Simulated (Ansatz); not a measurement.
## Mo(100) with 4 thermally displaced layers, 2x2: scattering by thermal displacements

Wanted: the phonon-limited resistivity of Mo at 80 K by the Landauer route.

Program: Ansatz 0.2.0. Level of theory: Ansatz plane-wave DFT, PBE, PAW files; ballistic transport by layer matching (Landauer), zero bias; PAW set soft_1. Results are calculated unless marked as measured.

This is a report of a sequence of runs, with most program output left out.

## Step 1: Set-up

The cell holds 56 atoms: 56 Mo. Cell: a = 6.294 Å, b = 6.294 Å, c = 22.029 Å, α = 90.0°, β = 90.0°, γ = 90.0°. It derives from Mo. Regions: lead, 40 atoms (40 Mo); scattering region, 16 atoms (16 Mo). The structure is stacked along c, and the current runs across the ab planes.

## Step 2: With 4 displaced layers

Each atom of 4 layers is moved at random, by amounts drawn from a normal law 0.0319 Å wide in each direction from the Debye model (450 K) at 80 K. The layers about the cell's end stay perfect and serve as the lead. Disorder leaves little or no symmetry, which makes such runs dear. Energies from -0.05 to 0.05 eV in steps of 0.05 eV are too few for the program's thermal sum, so it prints no conductance; for a metal the transmission near the Fermi level serves, at a fraction of the cost.

Input file input.yaml:

```yaml
crystal:
  lattice:
    - [6.294, 0.0, 0.0]
    - [0.0, 6.294, 0.0]
    - [0.0, 0.0, 22.029]
  atoms:
    - { symbol: Mo, position: [0.0, 0.0, 0.0357142857] }
    - { symbol: Mo, position: [0.0, 0.5, 0.0357142857] }
    - { symbol: Mo, position: [0.5, 0.0, 0.0357142857] }
    - { symbol: Mo, position: [0.5, 0.5, 0.0357142857] }
    - { symbol: Mo, position: [0.25, 0.25, 0.1071428571] }
    - { symbol: Mo, position: [0.25, 0.75, 0.1071428571] }
    - { symbol: Mo, position: [0.75, 0.25, 0.1071428571] }
    - { symbol: Mo, position: [0.75, 0.75, 0.1071428571] }
[... 44 atom lines left out ...]
    - { symbol: Mo, position: [0.25, 0.25, 0.9642857143] }
    - { symbol: Mo, position: [0.25, 0.75, 0.9642857143] }
    - { symbol: Mo, position: [0.75, 0.25, 0.9642857143] }
    - { symbol: Mo, position: [0.75, 0.75, 0.9642857143] }
kpoints:
  mp_grid: { grid: [4, 4, 1] }
hamiltonian:
  xc: pbe
  pseudopotentials: { kind: paw, azcp: { folder: soft_1 } }
scf:
  occupations: { method: fermi_dirac, width: 0.1 }
output:
  transmission: { leads: [[0, 4]], kmesh: [8, 8], e_range: [-0.05, 0.05], de: 0.05 }
  write_potential: true
  write_density: true
  volumetric_format: npy
```

Command:

```
ansatz run input.yaml --threads 4 --pin off --max-ram 15360MiB --backend cpu --events-out ev --progress --plain --runs-dir out
```

The job ended after 6.8 min (4 threads of Intel Xeon Platinum 8488C (Sapphire Rapids), shared host; peak memory 7.8 GiB).

Numbers from this step:

* free energy: -277539.1138 eV
* energy at zero smearing: -277538.3966 eV
* Fermi energy: 21.19 eV
* cell area: 39.61 Å²
* transmission per spin nearest the Fermi level: 6.593
* open channels per spin nearest the Fermi level: 6.781
* step of the lead's potential: 0.9 meV

Per spin. The transmission, zone mean by energy, zero at the Fermi level:

| energy (eV) | transmission, zone mean |
| --- | --- |
| -0.0500 | 6.40 |
| 0.0000 | 6.59 |
| 0.0500 | 6.68 |

Per spin. Table of open channels, zone mean, lead by energy, zero at the Fermi level:

| energy (eV) | open channels, zone mean, lead |
| --- | --- |
| -0.0500 | 6.59 |
| 0.0000 | 6.78 |
| 0.0500 | 6.91 |

Transmission over k1 and k2. At 0.0000 eV from the Fermi level.

Ten even steps from '_' (0.0) to '@' (14.4):
```
____..--==--..__
::..--##@@%%--..
::--%%@@@@@@##--
::==@@@@@@@@@@==
::--##@@@@@@%%--
::..--%%@@##--..
____..--==--..__
____::::::::::__
```
Columns: k1 (b1) from -0.5 to 0.375; rows upwards: k2 (b2) from -0.5 to 0.375.

Open channels over k1 and k2. At 0.0000 eV from the Fermi level.

Values, 8 rows by 8 columns:
```
 0.0  1.0  2.0  5.0  7.0  5.0  2.0  1.0
 4.0  2.0  6.0 12.0 15.0 12.0  6.0  2.0
 4.0  5.0 12.0 14.0 14.0 14.0 12.0  5.0
 4.0  7.0 15.0 14.0 14.0 14.0 15.0  7.0
 4.0  5.0 12.0 14.0 14.0 14.0 12.0  5.0
 4.0  2.0  6.0 12.0 15.0 12.0  6.0  2.0
 0.0  1.0  2.0  5.0  7.0  5.0  2.0  1.0
 0.0  0.0  4.0  4.0  4.0  4.0  4.0  0.0
```
Columns: k1 (b1) from -0.5 to 0.375; rows upwards: k2 (b2) from -0.5 to 0.375.

Over the solved energies the transmission per spin lies between 6.40 and 6.68, out of 6.76 channels of the lead on average (up to 6.91).

## Step 3: With 8 displaced layers

Each atom of 8 layers is moved at random, by amounts drawn from a normal law 0.0319 Å wide in each direction from the Debye model (450 K) at 80 K. A fresh draw is used; the growth of the resistance with length is what counts.

System of this step: Mo(100) with 8 thermally displaced layers, 2x2. The cell holds 72 atoms: 72 Mo. Its edges and angles: a = 6.294 Å, b = 6.294 Å, c = 28.323 Å, α = 90.0°, β = 90.0°, γ = 90.0°. It derives from Mo. Regions: lead, 40 atoms (40 Mo); scattering region, 32 atoms (32 Mo). The structure is stacked along c, and the current runs across the ab planes.

Input file input.yaml:

```yaml
crystal:
  lattice:
    - [6.294, 0.0, 0.0]
    - [0.0, 6.294, 0.0]
    - [0.0, 0.0, 28.323]
  atoms:
    - { symbol: Mo, position: [0.0, 0.0, 0.0277777778] }
    - { symbol: Mo, position: [0.0, 0.5, 0.0277777778] }
    - { symbol: Mo, position: [0.5, 0.0, 0.0277777778] }
    - { symbol: Mo, position: [0.5, 0.5, 0.0277777778] }
    - { symbol: Mo, position: [0.25, 0.25, 0.0833333333] }
    - { symbol: Mo, position: [0.25, 0.75, 0.0833333333] }
    - { symbol: Mo, position: [0.75, 0.25, 0.0833333333] }
    - { symbol: Mo, position: [0.75, 0.75, 0.0833333333] }
[... 60 atom lines left out ...]
    - { symbol: Mo, position: [0.25, 0.25, 0.9722222222] }
    - { symbol: Mo, position: [0.25, 0.75, 0.9722222222] }
    - { symbol: Mo, position: [0.75, 0.25, 0.9722222222] }
    - { symbol: Mo, position: [0.75, 0.75, 0.9722222222] }
kpoints:
  mp_grid: { grid: [4, 4, 1] }
hamiltonian:
  xc: pbe
  pseudopotentials: { kind: paw, azcp: { folder: soft_1 } }
scf:
  occupations: { method: fermi_dirac, width: 0.1 }
output:
  transmission: { leads: [[0, 4]], kmesh: [8, 8], e_range: [-0.05, 0.05], de: 0.05 }
  write_potential: true
  write_density: true
  volumetric_format: npy
```

Elapsed: 9.7 min, on 4 threads; peak memory 8 GiB; 36 min of CPU time.

This step gave:

* free energy: -356835.8113 eV
* energy at zero smearing: -356834.9899 eV
* Fermi energy: 21.11 eV
* transmission per spin nearest the Fermi level: 6.074
* open channels per spin nearest the Fermi level: 6.594
* step of the lead's potential: 2.2 meV

Per spin. Transmission, zone mean against energy, zero at the Fermi level:

| energy (eV) | transmission, zone mean |
| --- | --- |
| -0.0500 | 6.05 |
| 0.0000 | 6.07 |
| 0.0500 | 6.01 |

Over the solved energies the transmission per spin lies between 6.01 and 6.07, out of 6.59 channels of the lead on average (up to 6.66).

## Step 4: With 12 displaced layers

Each atom of 12 layers is moved at random, by amounts drawn from a normal law 0.0319 Å wide in each direction from the Debye model (450 K) at 80 K. A fresh draw is used; the growth of the resistance with length is what counts.

System of this step: Mo(100) with 12 thermally displaced layers, 2x2. The cell holds 88 atoms: 88 Mo. Cell: a = 6.294 Å, b = 6.294 Å, c = 34.617 Å, α = 90.0°, β = 90.0°, γ = 90.0°. It derives from Mo. Regions: lead, 40 atoms (40 Mo); scattering region, 48 atoms (48 Mo). The structure is stacked along c, and the current runs across the ab planes.

Input file input.yaml:

```yaml
crystal:
  lattice:
    - [6.294, 0.0, 0.0]
    - [0.0, 6.294, 0.0]
    - [0.0, 0.0, 34.617]
  atoms:
    - { symbol: Mo, position: [0.0, 0.0, 0.0227272727] }
    - { symbol: Mo, position: [0.0, 0.5, 0.0227272727] }
    - { symbol: Mo, position: [0.5, 0.0, 0.0227272727] }
    - { symbol: Mo, position: [0.5, 0.5, 0.0227272727] }
    - { symbol: Mo, position: [0.25, 0.25, 0.0681818182] }
    - { symbol: Mo, position: [0.25, 0.75, 0.0681818182] }
    - { symbol: Mo, position: [0.75, 0.25, 0.0681818182] }
    - { symbol: Mo, position: [0.75, 0.75, 0.0681818182] }
[... 76 atom lines left out ...]
    - { symbol: Mo, position: [0.25, 0.25, 0.9772727273] }
    - { symbol: Mo, position: [0.25, 0.75, 0.9772727273] }
    - { symbol: Mo, position: [0.75, 0.25, 0.9772727273] }
    - { symbol: Mo, position: [0.75, 0.75, 0.9772727273] }
kpoints:
  mp_grid: { grid: [4, 4, 1] }
hamiltonian:
  xc: pbe
  pseudopotentials: { kind: paw, azcp: { folder: soft_1 } }
scf:
  occupations: { method: fermi_dirac, width: 0.1 }
output:
  transmission: { leads: [[0, 4]], kmesh: [8, 8], e_range: [-0.05, 0.05], de: 0.05 }
  write_potential: true
  write_density: true
  volumetric_format: npy
```

Elapsed: 16 min, on 4 threads; peak memory 8.2 GiB; 60 min of CPU time.

Numbers from this step:

```yaml
free_energy: -436132.3489 eV
energy_at_zero_smearing: -436131.2657 eV
fermi_energy: 21.13 eV
transmission_per_spin_nearest_the_fermi_level: 5.890
step_of_the_lead_s_potential: 3 meV
```

Per spin. Transmission, zone mean against energy, zero at the Fermi level:

| energy (eV) | transmission, zone mean |
| --- | --- |
| -0.0500 | 5.85 |
| 0.0000 | 5.89 |
| 0.0500 | 6.05 |

Over the solved energies the transmission per spin lies between 5.85 and 6.05, out of 6.64 channels of the lead on average (up to 6.78).

## Step 5: The fit

This step: Ansatz plane-wave DFT, PBE, PAW files; ballistic transport by layer matching (Landauer), zero bias; resistivity from the slope of the area resistance; PAW set soft_1 (Ansatz 0.2.0).

Numbers from this step:

* resistivity: 5.403 µΩ cm
* intercept: -0.006389 fΩ m²
* scatter about the fit: 0.006247 fΩ m²

Resistance, by row:

| run | length (Å) | T | channels N | RA (fΩ m²) |
| --- | --- | --- | --- | --- |
| n4 | 6.294 | 6.559 | 6.76 | 0.0232 |
| n8 | 12.59 | 6.044 | 6.594 | 0.07046 |
| n12 | 18.88 | 5.933 | 6.635 | 0.09122 |

Table of area resistance by length of the displaced region:

| length of the displaced region (Å) | area resistance (fΩ m²) |
| --- | --- |
| 6.29 | 0.0232 |
| 12.59 | 0.0705 |
| 18.88 | 0.0912 |

The area resistance goes from 0.023 to 0.091 fΩ m² between 6.3 and 18.9 Å, a slope of 5.4 µΩ cm.

By hand from the end points: (0.09122 − 0.02320) fΩ m² / (18.88 − 6.29) Å = 5.4 µΩ cm, since 1 fΩ m² per Å is 1000 µΩ cm.

## Step 6: Summary of results

| Item | Value |
| --- | --- |
| resistivity from the slope | 5.40 µΩ cm |
| area resistance over 6.29 Å | 0.0232 fΩ m² |
| area resistance over 12.6 Å | 0.0705 fΩ m² |
| area resistance over 18.9 Å | 0.0912 fΩ m² |

In words: The slope gives 5.4 µΩ cm. The points scatter by 0.0062 fΩ m² about the line, with one random draw a length in a 2x2 cell, so the slope is a rough value. The mean square of the displacements drawn is 0.75, 0.94 and 0.81 of the nominal one at the three lengths; with each resistance scaled back by that, the slope is 6.5 µΩ cm, the value used below. The lead's own channel count moves between the runs (6.76, 6.59 and 6.64), which shifts RA and the slope too. Read with a model of isotropic scattering on a spherical Fermi surface and the lead's 1.3×10¹⁵ S/m², this slope means a mean free path near 101 Å; over these lengths the model's slope is 1.16 times its bulk resistivity, which would be 5.6 µΩ cm. This far under the Debye temperature the model doesn't describe a real metal: frozen displacements count zero-point motion as scattering and turn electrons through all angles, while in the metal the short-wave phonons freeze out. The measured value is 0.482 µΩ cm (CRC Handbook of Chemistry and Physics, 84th ed., 2003, Electrical Resistivity of Pure Metals); the scaled slope is 13 times that and the corrected value 12: clearly high.

[Logs are printed without paths, hosts, clocks, repeated set-up lines and the standing remarks that a program may print on its own settings, such as how far it seeks lower states.]

[Hosts, paths, dates, database ids (printed as entryN), source tags and the programs' standing remarks are cut or masked in the printed files.]
